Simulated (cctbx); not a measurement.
## What is wrong with this refinement?

Cell a = 8.1770 Å, b = 8.1770 Å, c = 14.8680 Å, α = 90.00°, β = 90.00°, γ = 90.00°; space group I4/mcm (no. 140).

The data are simulated with cctbx, not measured: Cu Kα, λ = 1.54184 Å, to d = 0.83 Å, 50 % of the full sphere, strongest reflection 5000 counts, noise from counting, a 3 % proportional error and a noise floor of 4 counts (s.d.); no absorption.

An isotropic refinement with weights 1/σ² prints:

```text
Rint 0.045, 262 unique reflections to 0.83 A
cycle     R1     wR2    GooF  max shift (A)
   1  0.3769  0.7015  21.275   0.12945
  12  0.0210  0.0441   1.338   0.00418
final R1 0.0231 wR2 0.0507 GooF 1.537  parameters 10  data/parameter 26.2
atom        x        y        z      Ueq    occ   su(xyz)  su(Uiso or U11)
Au1    0.11829  0.38171  0.00000   0.0061  1.000  0.00007  0.0002
Yb1    0.00000  0.00000  0.00000   0.0056  1.000  0.00000  0.0003
Pr1    0.33656  0.16344  0.14098   0.0084  1.000  0.00007  0.0002
Cd1    0.50000  0.50000  0.25000   0.0083  1.000  0.00000  0.0004
Cd2    0.79954  0.70046  0.87379   0.8492  1.000  0.00343  0.0278
difference map: max 2.50 min -1.89 rms 0.49
Q1    0.0000  0.0000  0.2118    8    2.53  0.57 A from Cd1
Q2    0.1852  0.3148  0.0000    8    1.34  0.77 A from Au1
Q3    0.0881  0.2991  0.2990   32    1.23  1.13 A from Pr1
Q4    0.0288  0.2016  0.0000   16    1.19  1.64 A from Au1
Q5    0.1077  0.1163  0.4603   32    1.12  1.42 A from Yb1
Q6    0.0276  0.3679  0.0000   16    1.11  0.75 A from Au1
```

Q: Accept it or mend it, and why?

Mend it. The fault: spurious atom: Cd2. Against the right model at the same level, R1 goes from 0.0169 to 0.0231 and GooF from 1.04 to 1.54 and Cd2 takes U = 0.85 Å². A site with no density behind it hides by a very large U or drifts. The fit had not settled when the cycles ran out.

The compound is YbPr4CdAu2. The right model at the same level gives:

```text
Rint 0.045, 262 unique reflections to 0.83 A
cycle     R1     wR2    GooF  max shift (A)
   1  0.1126  0.2345   7.071   0.03389
   2  0.0169  0.0345   1.039   0.00000
final R1 0.0169 wR2 0.0345 GooF 1.039  parameters 7  data/parameter 37.4
atom        x        y        z      Ueq    occ   su(xyz)  su(Uiso or U11)
Au1    0.11829  0.38171  0.00000   0.0062  1.000  0.00005  0.0002
Yb1    0.00000  0.00000  0.00000   0.0056  1.000  0.00000  0.0002
Pr1    0.33655  0.16345  0.14098   0.0085  1.000  0.00005  0.0002
Cd1    0.50000  0.50000  0.25000   0.0083  1.000  0.00000  0.0003
difference map: max 2.41 min -1.33 rms 0.33
Q1    0.0000  0.0000  0.2117    8    2.45  0.57 A from Cd1
Q2    0.1694  0.3306  0.4269   16    1.13  1.01 A from Pr1
Q3    0.1642  0.3358  0.5000    8    1.10  2.10 A from Pr1
Q4    0.1523  0.2147  0.1621   32    1.01  1.59 A from Pr1
Q5    0.0882  0.3009  0.2993   32    0.98  1.12 A from Pr1
Q6    0.1371  0.2646  0.3559   32    0.97  0.63 A from Pr1
```

The model is made up (kin elements in a known structure type, no relaxation), so it says nothing on whether the phase exists.

[Middle refinement cycles are left out of these outputs.]

[Logs are printed without paths, hosts, clocks, repeated set-up lines and the standing remarks that a program may print on its own settings, such as how far it seeks lower states.]
